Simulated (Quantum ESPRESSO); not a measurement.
# E(q) of MnSe from supercells, part 2 of 2

Wanted: E(q) of MnSe at simple fractions of a reciprocal vector.

Quantum ESPRESSO 7.5; LDA with U = 5 eV on Mn d (ortho-atomic projectors); plane waves with GBRV 1.5 LDA potentials, no spin-orbit coupling, flat spiral in a supercell.

So far: Starting point; Parallel moments, one cell; One turn in 2 cells along the input cell's c.

The database entry behind the starting cell differs from later determinations by our own check (about 0.4 % short), so it need not match the best structure at ambient conditions.

## (4) One turn in 3 cells along the input cell's c

Neighbouring cells are turned by 120° in the xy plane; the cell holds 6 atoms.

Input file pw.in:

```
&CONTROL
  calculation = 'scf'
  prefix = 'pwscf'
  outdir = './tmp'
  pseudo_dir = './pseudo'
  disk_io = 'nowf'
/
&SYSTEM
  ibrav = 0
  celldm(1) = 8
  nat = 6
  ntyp = 6
  ecutwfc = 34
  ecutrho = 238
  nbnd = 84
  occupations = 'smearing'
  smearing = 'fd'
  degauss = 0.00999582
  noncolin = .true.
  starting_magnetization(1) = 0.3
  angle1(1) = 90
  angle2(1) = 0
  starting_magnetization(2) = 0.3
  angle1(2) = 90
  angle2(2) = 120
  starting_magnetization(3) = 0.3
  angle1(3) = 90
  angle2(3) = -120
  starting_magnetization(4) = 0
  starting_magnetization(5) = 0
  starting_magnetization(6) = 0
/
&ELECTRONS
  conv_thr = 6d-08
  electron_maxstep = 150
  mixing_beta = 0.3
/
ATOMIC_SPECIES
Mn1    54.9380 mn_lda_v1.5.uspp.F.UPF
Mn2    54.9380 mn_lda_v1.5.uspp.F.UPF
Mn3    54.9380 mn_lda_v1.5.uspp.F.UPF
Se1    78.9710 se_lda_v1.uspp.F.UPF
Se2    78.9710 se_lda_v1.uspp.F.UPF
Se3    78.9710 se_lda_v1.uspp.F.UPF
CELL_PARAMETERS alat
   0.0000000000000    0.6425068823728    0.6425068823728
   0.6425068823728    0.0000000000000    0.6425068823728
   1.9275206471183    1.9275206471183    0.0000000000000
ATOMIC_POSITIONS crystal
Mn1     0.0000000000    0.0000000000    0.0000000000
Mn2     0.0000000000    0.0000000000    0.3333333333
Mn3     0.0000000000    0.0000000000    0.6666666667
Se1     0.5000000000    0.5000000000    0.1666666667
Se2     0.5000000000    0.5000000000    0.5000000000
Se3     0.5000000000    0.5000000000    0.8333333333
K_POINTS automatic
4 4 4 0 0 0
HUBBARD {ortho-atomic}
U Mn1-3d 5.0000
U Mn2-3d 5.0000
U Mn3-3d 5.0000
```

On the command line:

```sh
$ OMP_NUM_THREADS=1 mpirun -n 4 pw.x -nk 4 -in pw.in > pw.out
```

Output:

```text
     [... lines left out ...]
Program PWSCF v.7.5 starts
     [... lines left out ...]
     number of atoms/cell      =            6
     [... lines left out ...]
     number of electrons       =        63.00
     number of Kohn-Sham states=           84
     kinetic-energy cutoff     =      34.0000  Ry
     charge density cutoff     =     238.0000  Ry
     scf convergence threshold =      6.0E-08
     [... lines left out ...]
     Noncollinear calculation without spin-orbit
     [... lines left out ...]
     No symmetry found
     [... lines left out ...]
     number of k points=    64  Fermi-Dirac smearing, width (Ry)=  0.0100
     [... lines left out ...]
     iteration # 13     ecut=    34.00 Ry     beta= 0.30
     [... lines left out ...]
     atom number    1 relative position :    0.0000   0.0000   0.0000
     [... lines left out ...]
     magnetization :          4.493777   -0.000141    0.000102
     [... lines left out ...]
     atom number    2 relative position :    0.6425   0.6425   0.0000
[...]
magnetization :         -2.246923    3.891705    0.000025
[...]
atom number    3 relative position :    1.2850   1.2850   0.0000
[...]
magnetization :         -2.246986   -3.891670    0.000053
[...]
atom number    4 relative position :    0.6425   0.6425   0.6425
     [... lines left out ...]
     magnetization :          0.015348    0.026585    0.000001
     [... lines left out ...]
     atom number    5 relative position :    1.2850   1.2850   0.6425
     [... lines left out ...]
     magnetization :         -0.030700    0.000001    0.000001
     [... lines left out ...]
     atom number    6 relative position :    1.9275   1.9275   0.6425
     [... lines left out ...]
     magnetization :          0.015348   -0.026587    0.000001
     [... lines left out ...]
     Tr[ns(  1)] (up, down, total) =   2.62972  2.62962  5.25934
     [... lines left out ...]
     Tr[ns(  2)] (up, down, total) =   2.62968  2.62966  5.25934
     [... lines left out ...]
     Tr[ns(  3)] (up, down, total) =   2.62970  2.62964  5.25934
     [... lines left out ...]
     the Fermi energy is     9.5109 ev
!    total energy              =    -762.92403719 Ry
     estimated scf accuracy    <       0.00000002 Ry
     smearing contrib. (-TS)   =      -0.00028567 Ry
     [... lines left out ...]
     total magnetization       =    -0.00    -0.00     0.00 Bohr mag/cell
     absolute magnetization    =    14.39 Bohr mag/cell
     convergence has been achieved in  13 iterations
```

Elapsed: 5.2 min, on 4 MPI ranks of Arm Neoverse V1, shared host; peak memory 1.3 GiB; 21 min of CPU time.

Spin moment in the atom's sphere by atom:

```
atom  x (μB)  y (μB)  z (μB)  size
 Mn1    4.49    0.00    0.00  4.49
 Mn2   -2.25    3.89    0.00  4.49
 Mn3   -2.25   -3.89    0.00  4.49
 Se4    0.02    0.03    0.00  0.03
 Se5   -0.03    0.00    0.00  0.03
 Se6    0.02   -0.03    0.00  0.03
```

Read from the output:

```yaml
smearing_term_ts: 0.003887 eV
magnetization: 0, 0, 0 μB
absolute_magnetization: 14.39 μB
final_state: non-collinear
```

## (5) One turn in 4 cells along the input cell's c

Neighbouring cells are turned by 90° in the xy plane; the cell holds 8 atoms.

Input file pw.in:

```
&CONTROL
  calculation = 'scf'
  prefix = 'pwscf'
  outdir = './tmp'
  pseudo_dir = './pseudo'
  disk_io = 'nowf'
/
&SYSTEM
  ibrav = 0
  celldm(1) = 8
  nat = 8
  ntyp = 8
  ecutwfc = 34
  ecutrho = 238
  nbnd = 110
  occupations = 'smearing'
  smearing = 'fd'
  degauss = 0.00999582
  noncolin = .true.
  starting_magnetization(1) = 0.3
  angle1(1) = 90
  angle2(1) = 0
  starting_magnetization(2) = 0.3
  angle1(2) = 90
  angle2(2) = 90
  starting_magnetization(3) = 0.3
  angle1(3) = 90
  angle2(3) = 180
  starting_magnetization(4) = 0.3
  angle1(4) = 90
  angle2(4) = -90
  starting_magnetization(5) = 0
  starting_magnetization(6) = 0
  starting_magnetization(7) = 0
  starting_magnetization(8) = 0
/
&ELECTRONS
  conv_thr = 8d-08
  electron_maxstep = 150
  mixing_beta = 0.3
/
ATOMIC_SPECIES
Mn1    54.9380 mn_lda_v1.5.uspp.F.UPF
Mn2    54.9380 mn_lda_v1.5.uspp.F.UPF
Mn3    54.9380 mn_lda_v1.5.uspp.F.UPF
Mn4    54.9380 mn_lda_v1.5.uspp.F.UPF
Se1    78.9710 se_lda_v1.uspp.F.UPF
Se2    78.9710 se_lda_v1.uspp.F.UPF
Se3    78.9710 se_lda_v1.uspp.F.UPF
Se4    78.9710 se_lda_v1.uspp.F.UPF
CELL_PARAMETERS alat
   0.0000000000000    0.6425068823728    0.6425068823728
   0.6425068823728    0.0000000000000    0.6425068823728
   2.5700275294910    2.5700275294910    0.0000000000000
ATOMIC_POSITIONS crystal
Mn1     0.0000000000    0.0000000000    0.0000000000
Mn2     0.0000000000    0.0000000000    0.2500000000
Mn3     0.0000000000    0.0000000000    0.5000000000
Mn4     0.0000000000    0.0000000000    0.7500000000
Se1     0.5000000000    0.5000000000    0.1250000000
Se2     0.5000000000    0.5000000000    0.3750000000
Se3     0.5000000000    0.5000000000    0.6250000000
Se4     0.5000000000    0.5000000000    0.8750000000
K_POINTS automatic
4 4 3 0 0 0
HUBBARD {ortho-atomic}
U Mn1-3d 5.0000
U Mn2-3d 5.0000
U Mn3-3d 5.0000
U Mn4-3d 5.0000
```

Output:

```text
     [... lines left out ...]
Program PWSCF v.7.5 starts
     [... lines left out ...]
     number of atoms/cell      =            8
     [... lines left out ...]
     number of electrons       =        84.00
     number of Kohn-Sham states=          110
     kinetic-energy cutoff     =      34.0000  Ry
     charge density cutoff     =     238.0000  Ry
     scf convergence threshold =      8.0E-08
     [... lines left out ...]
     Noncollinear calculation without spin-orbit
     [... lines left out ...]
     No symmetry found
     [... lines left out ...]
     number of k points=    48  Fermi-Dirac smearing, width (Ry)=  0.0100
     [... lines left out ...]
     iteration # 14     ecut=    34.00 Ry     beta= 0.30
     [... lines left out ...]
     atom number    1 relative position :    0.0000   0.0000   0.0000
     [... lines left out ...]
     magnetization :          4.511785   -0.000008   -0.000192
     [... lines left out ...]
     atom number    2 relative position :    0.6425   0.6425   0.0000
[...]
magnetization :          0.000023    4.511784   -0.000032
[...]
atom number    3 relative position :    1.2850   1.2850   0.0000
[...]
magnetization :         -4.511784   -0.000084   -0.000168
[...]
atom number    4 relative position :    1.9275   1.9275   0.0000
[...]
magnetization :          0.000057   -4.511786    0.000056
[...]
atom number    5 relative position :    0.6425   0.6425   0.6425
[...]
magnetization :          0.034754    0.034753   -0.000002
[...]
atom number    6 relative position :    1.2850   1.2850   0.6425
[...]
magnetization :         -0.034753    0.034753   -0.000002
     [... lines left out ...]
     atom number    7 relative position :    1.9275   1.9275   0.6425
     [... lines left out ...]
     magnetization :         -0.034753   -0.034754   -0.000001
     [... lines left out ...]
     atom number    8 relative position :    2.5700   2.5700   0.6425
     [... lines left out ...]
     magnetization :          0.034754   -0.034753   -0.000001
     [... lines left out ...]
     Tr[ns(  1)] (up, down, total) =   2.62605  2.62625  5.25229
     [... lines left out ...]
     Tr[ns(  2)] (up, down, total) =   2.62613  2.62616  5.25229
     [... lines left out ...]
     Tr[ns(  3)] (up, down, total) =   2.62606  2.62623  5.25229
     [... lines left out ...]
     Tr[ns(  4)] (up, down, total) =   2.62618  2.62612  5.25229
     [... lines left out ...]
     the Fermi energy is     9.5435 ev
!    total energy              =   -1017.22984078 Ry
     estimated scf accuracy    <          5.9E-09 Ry
     smearing contrib. (-TS)   =      -0.00067029 Ry
     [... lines left out ...]
     total magnetization       =     0.00    -0.00    -0.00 Bohr mag/cell
     absolute magnetization    =    19.42 Bohr mag/cell
     convergence has been achieved in  14 iterations
```

Wall time 11 min (4 MPI ranks); peak memory 1.8 GiB; 42 min of CPU time.

This step gave:

* smearing term TS: 0.009120 eV
* magnetization: 0, 0, 0 μB
* absolute magnetization: 19.42 μB
* final state: non-collinear
* largest moment: 4.512 μB

## (6) The spirals together

Spirals:

```
q along the reciprocal vector  energy less that at q = 0 (meV a seeded atom)  largest site moment (μB)  typed angles kept  CPU time (s)
                            0                                              0                     4.562                yes          84.6
                         0.25                                         -25.57                     4.512                yes          2547
                       0.3333                                         -33.08                     4.494                yes          1249
                          0.5                                         -37.33                     4.478                yes           448
```

Table of energy less that at q = 0, self-consistent by path:

```
path (Å⁻¹)  energy less that at q = 0, self-consistent (meV a seeded atom)
     0.000                                                               0
     0.500                                                           -25.6
     0.667                                                           -33.1
     1.000                                                           -37.3
```

## (7) Summary of results

```yaml
lowest_point: q = 0.5 along c*, -37.3 meV a seeded atom
highest_point: q = 0, 0 meV a seeded atom
```

**Reading.** The state at q = 0.5 lies 37 meV a seeded atom under the parallel one, with neighbouring cells opposed. The moment changes by 1.8 % between the spirals. The cell of 4 repeats took 30 times the CPU time of the single cell, though its mesh is shorter in proportion. Here c and c* are vectors of the cell in the input, which need not be the conventional cell, and only this direction was probed. The mesh is coarse, so differences of some ten meV can be noise in a metal. Energies are free energies at an electronic temperature of 1580 K, which lowers moments and differences where the moments are itinerant. The cutoff lies under the 40 Ry that these files are usually run at.

[Logs and program files are shortened in this print: banners, set-up blocks, solver, clock and traceback lines can be left out without a mark of their own.]

[Logs are printed without paths, hosts, clocks, repeated set-up lines and the standing remarks that a program may print on its own settings, such as how far it seeks lower states.]

[Hosts, paths, dates, database ids (printed as entryN), source tags and the programs' standing remarks are cut or masked in the printed files.]

[Where a cell is said to come from a database of computed structures, the database is the Materials Project.]
